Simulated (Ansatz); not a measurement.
# Tc of Lu (P6_3/mmc) from its phonons

Aim: the phonon-mediated transition temperature of Lu (P6_3/mmc) at ambient pressure, over a range of μ*. The cell shown first is a relaxed one, from steps not shown here.

Main program and level: Ansatz 0.2.0; DFT PBE, scalar-relativistic, plane waves, PseudoDojo norm-conserving pseudopotentials, in the first sound run; inputs show where later runs differ.

Most raw output is cut from this account.

## 1. The cell after earlier relaxation steps

Symmetry: P6_3/mmc, No. 194, hexagonal system. The conventional cell has a = 3.504 Å, b = 3.504 Å, c = 5.462 Å, α = 90.00°, β = 90.00°, γ = 120.00°. Lu has 12 Lu at 3.40 to 3.50 Å nearest.

## 2. Electron–phonon run: PseudoDojo files

The run that gives the couplings also evaluates McMillan's and Allen and Dynes's formulas and, where asked, the Eliashberg equations, over a range of μ*.

The input, input.yaml:

```yaml
crystal:
  lattice:
    - [3.5035001899, 0.0, 0.0]
    - [-1.751750095, 3.0341201667, 0.0]
    - [0.0, 0.0, 5.4619643345]
  atoms:
    - { symbol: Lu, position: [0.3333333333, 0.6666666667, 0.25] }
    - { symbol: Lu, position: [0.6666666667, 0.3333333333, 0.75] }
kpoints:
  mp_grid: { grid: [9, 9, 4] }
hamiltonian:
  xc: pbe
  pseudopotentials: { kind: nc, accuracy: standard }
scf:
  occupations: { method: methfessel_paxton, width: 0.2 }
output:
  eigenvalues: true
phonons:
  method: dfpt
  qmesh: [3, 3, 1]
  temperatures: { t_max: 1000, t_step: 50 }
  qpath:
    path:
      - [[0.0, 0.0, 0.0], [0.5, 0.0, 0.0], [0.33333333, 0.33333333, 0.0], [0.0, 0.0, 0.0], [0.0, 0.0, 0.5], [0.5, 0.0, 0.5], [0.33333333, 0.33333333, 0.5], [0.0, 0.0, 0.5]]
      - [[0.5, 0.0, 0.5], [0.5, 0.0, 0.0]]
      - [[0.33333333, 0.33333333, 0.5], [0.33333333, 0.33333333, 0.0]]
    npoints: 10
  electrical_resistivity:
    mesh: [12, 12, 8]
    temperatures: [20.0, 50.0, 80.0, 100.0, 150.0, 200.0, 273.0, 300.0, 400.0, 500.0, 600.0, 800.0]
  superconductivity: { mesh: [12, 12, 8], eliashberg_equations: false }
```

On the command line:

```bash
$ ansatz run input.yaml --threads 4 --pin off --max-ram 10240MiB --backend cpu --events-out ev --progress --plain --runs-dir out
```

Run time: 7 min. Hardware: 4 threads of Intel Xeon Platinum 8488C (Sapphire Rapids), shared host; peak memory 3.2 GiB; 27 min of CPU time.

Numbers from this step:

- volume per atom: 29.03 Å³
- metallic on mesh: yes
- gap on the k-mesh: 0 eV
- zero point energy: 0.03245 eV/cell
- share of imaginary modes in the plain interpolation between solved wavevectors: 0
- highest frequency, solved or plainly interpolated: 122.8 cm⁻¹
- Debye temperature (second moment): 166 K
- resistivity at 300 K: 39.58 μΩ cm, mean of the axes
- coupling constant λ: 0.4572
- density of states at the Fermi level: 1.666 states/eV a spin and cell
- log mean phonon energy ħω_log: 10.3 meV
- transport coupling constant λ_tr: 0.4871, 0.4871, 0.5261 (xx, yy, zz)
- Drude plasma energy: 3.405, 3.405, 5.169 eV (xx, yy, zz)
- resistivity times mean free path: 14.73, 14.73, 6.142 × 10⁻¹⁶ Ω m² (xx, yy, zz)
- second-moment phonon energy ħω₂: 10.88 meV
- coupling λ by branch: 0.0795, 0.0897, 0.0692, 0.0797, 0.0758, 0.0632 (branches by rank of frequency)

Transition temperatures:

| μ* | McMillan Tc (K) | Allen–Dynes Tc (K) |
| --- | --- | --- |
| 0.08 | 1.39 | 1.41 |
| 0.1 | 0.993 | 1.01 |
| 0.12 | 0.672 | 0.683 |
| 0.13 | 0.539 | 0.547 |
| 0.14 | 0.423 | 0.43 |
| 0.16 | 0.243 | 0.246 |
| 0.2 | 0.052 | 0.0526 |

## 3. Resistivity: finite displacements

Finite displacements in a supercell are the other road to force constants and couplings; here with the base functional.

This step: DFT PBE, scalar-relativistic, plane waves, PAW (Ansatz 0.2.0).

Changes to input.yaml since step 2:

```diff
@@ -2,5 +2,5 @@
   lattice:
-    - [3.5035001899, 0.0, 0.0]
-    - [-1.751750095, 3.0341201667, 0.0]
-    - [0.0, 0.0, 5.4619643345]
+    - [3.5047617492, 0.0, 0.0]
+    - [-1.7523808746, 3.035212709, 0.0]
+    - [0.0, 0.0, 5.4630268979]
   atoms:
@@ -12,3 +12,2 @@
   xc: pbe
-  pseudopotentials: { kind: nc, accuracy: standard }
 scf:
@@ -18,4 +17,4 @@
 phonons:
-  method: dfpt
-  qmesh: [3, 3, 1]
+  method: fd
+  supercell: [3, 3, 1]
   temperatures: { t_max: 1000, t_step: 50 }
```

Wall time 2.3 min (4 threads); peak memory 4.2 GiB; 8.8 min of CPU time.

This step gave:

```yaml
volume_per_atom: 29.06 Å³
zero_point_energy: 0.03244 eV/cell
resistivity_at_300_k: 39.59 μΩ cm, mean of the axes
coupling_constant_lambda: 0.458
transport_coupling_constant_lambda_tr: 0.4877, 0.4877, 0.5266 (xx, yy, zz)
drude_plasma_energy: 3.407, 3.407, 5.169 eV (xx, yy, zz)
resistivity_times_mean_free_path: 14.73, 14.73, 6.146 × 10⁻¹⁶ Ω m² (xx, yy, zz)
coupling_lambda_by_branch: 0.0797, 0.0897, 0.0693, 0.0798, 0.0761, 0.0634 (branches by rank of frequency)
```

Transition temperatures:

| μ* | McMillan Tc (K) | Allen–Dynes Tc (K) |
| --- | --- | --- |
| 0.08 | 1.4 | 1.42 |
| 0.1 | 1 | 1.02 |
| 0.12 | 0.678 | 0.689 |
| 0.13 | 0.544 | 0.553 |
| 0.14 | 0.428 | 0.434 |
| 0.16 | 0.246 | 0.249 |
| 0.2 | 0.0531 | 0.0537 |

## 4. Coupling and resistivity: r2SCAN at its own relaxed cell

The functional sets the lattice constant, the bands and the force constants.

This step: DFT r2SCAN, scalar-relativistic, plane waves, PAW (Ansatz 0.2.0).

Changes to input.yaml since step 3:

```diff
@@ -2,5 +2,5 @@
   lattice:
-    - [3.5047617492, 0.0, 0.0]
-    - [-1.7523808746, 3.035212709, 0.0]
-    - [0.0, 0.0, 5.4630268979]
+    - [3.5010295204, 0.0, 0.0]
+    - [-1.7505147602, 3.0319805041, 0.0]
+    - [0.0, 0.0, 5.4589806088]
   atoms:
@@ -11,3 +11,3 @@
 hamiltonian:
-  xc: pbe
+  xc: r2scan
 scf:
@@ -17,4 +17,4 @@
 phonons:
-  method: fd
-  supercell: [3, 3, 1]
+  method: dfpt
+  qmesh: [3, 3, 1]
   temperatures: { t_max: 1000, t_step: 50 }
```

Elapsed: 5.5 min, on 4 threads; peak memory 1.9 GiB; 20 min of CPU time.

Numbers from this step:

```
volume per atom                                   : 28.97 Å³
zero point energy                                 : 0.03342 eV/cell
highest frequency, solved or plainly interpolated : 128 cm⁻¹
Debye temperature (second moment)                 : 171 K
resistivity at 300 K                              : 45.99 μΩ cm, mean of the axes
coupling constant λ                               : 0.4935
density of states at the Fermi level              : 1.59 states/eV a spin and cell
log mean phonon energy ħω_log                     : 10.36 meV
transport coupling constant λ_tr                  : 0.5383, 0.5383, 0.5747 (xx, yy, zz)
Drude plasma energy                               : 3.297, 3.297, 5.25 eV (xx, yy, zz)
resistivity times mean free path                  : 15.89, 15.89, 6.072 × 10⁻¹⁶ Ω m² (xx, yy, zz)
second-moment phonon energy ħω₂                   : 11.04 meV
coupling λ by branch                              : 0.0917, 0.102, 0.0736, 0.0884, 0.0751, 0.0623 (branches by rank of frequency)
```

Transition temperatures:

| μ* | McMillan Tc (K) | Allen–Dynes Tc (K) |
| --- | --- | --- |
| 0.08 | 1.85 | 1.89 |
| 0.1 | 1.39 | 1.41 |
| 0.12 | 0.995 | 1.01 |
| 0.13 | 0.826 | 0.841 |
| 0.14 | 0.675 | 0.687 |
| 0.16 | 0.427 | 0.433 |
| 0.2 | 0.125 | 0.127 |

The Eliashberg function α²F has structure finer than the step of the table below, so its rows give means over 0.5 meV, whole bins alone (the curve runs from 0.062 to 15.8 meV). Peaks (meV: height): α²F 11.84: 0.874, 13.57: 0.745; α²F tr 11.84: 1.18, 13.57: 1.05.

Table of Eliashberg function α²F by phonon energy; means over each step:

| phonon energy (meV) | α²F | α²F tr |
| --- | --- | --- |
| 1.0 | 5.9e-5 | 0 |
| 1.5 | 3.1e-4 | 7.7e-5 |
| 2.0 | 0.00118 | 2.7e-4 |
| 2.5 | 0.00276 | 7.0e-4 |
| 3.0 | 0.00482 | 0.00142 |
| 3.5 | 0.00821 | 0.00281 |
| 4.0 | 0.0123 | 0.00501 |
| 4.5 | 0.0172 | 0.00806 |
| 5.0 | 0.0222 | 0.0115 |
| 5.5 | 0.0290 | 0.0164 |
| 6.0 | 0.0383 | 0.0234 |
| 6.5 | 0.0516 | 0.0342 |
| 7.0 | 0.0671 | 0.0489 |
| 7.5 | 0.0890 | 0.0717 |
| 8.0 | 0.124 | 0.110 |
| 8.5 | 0.162 | 0.160 |
| 9.0 | 0.228 | 0.234 |
| 9.5 | 0.301 | 0.311 |
| 10.0 | 0.353 | 0.390 |
| 10.5 | 0.391 | 0.467 |
| 11.0 | 0.402 | 0.496 |
| 11.5 | 0.419 | 0.516 |
| 12.0 | 0.562 | 0.709 |
| 12.5 | 0.412 | 0.497 |
| 13.0 | 0.453 | 0.570 |
| 13.5 | 0.610 | 0.848 |
| 14.0 | 0.349 | 0.438 |
| 14.5 | 0.107 | 0.116 |
| 15.0 | 0.0580 | 0.0568 |
| 15.5 | 0.0278 | 0.0194 |

## 5. Results

* meshes: q 3×3×1, k 9×9×4, scattering 12×12×8
* coupling constant λ: 0.493
* log mean phonon energy ħω_log: 10.4 meV
* Allen–Dynes Tc at μ* = 0.1: 1.41 K
* Allen–Dynes Tc at μ* = 0.13: 0.841 K

In the last run (r2SCAN, q 3×3×1, k 9×9×4, scattering 12×12×8), with λ = 0.49 and ħω_log = 10.4 meV, Tc at μ* = 0.13 is 0.83 K by McMillan's formula and 0.84 K by Allen and Dynes's. Raising μ* from 0.10 to 0.16 lowers the Allen–Dynes value from 1.4 to 0.43 K. By the run's own test λ is not converged in the fine mesh: it moves by 16 % between the two finest. The run's transport test calls it not converged in the mesh; ρ(300 K) moves by 53 % in the component that moves most. These meshes are coarse. Over the runs, λ takes the values 0.457, 0.458 and 0.493, in the order shown. The q mesh has one point along an axis, so branches along it are rough.  μ* is a typed number, phonons are harmonic, and spin fluctuations are left out; at μ* = 0.13 McMillan's formula turns 1 % in λ into about 5.1 % in Tc.

[Logs are printed without paths, hosts, clocks, repeated set-up lines and the standing remarks that a program may print on its own settings, such as how far it seeks lower states.]

[Hosts, paths, dates, database ids (printed as entryN), source tags and the programs' standing remarks are cut or masked in the printed files.]
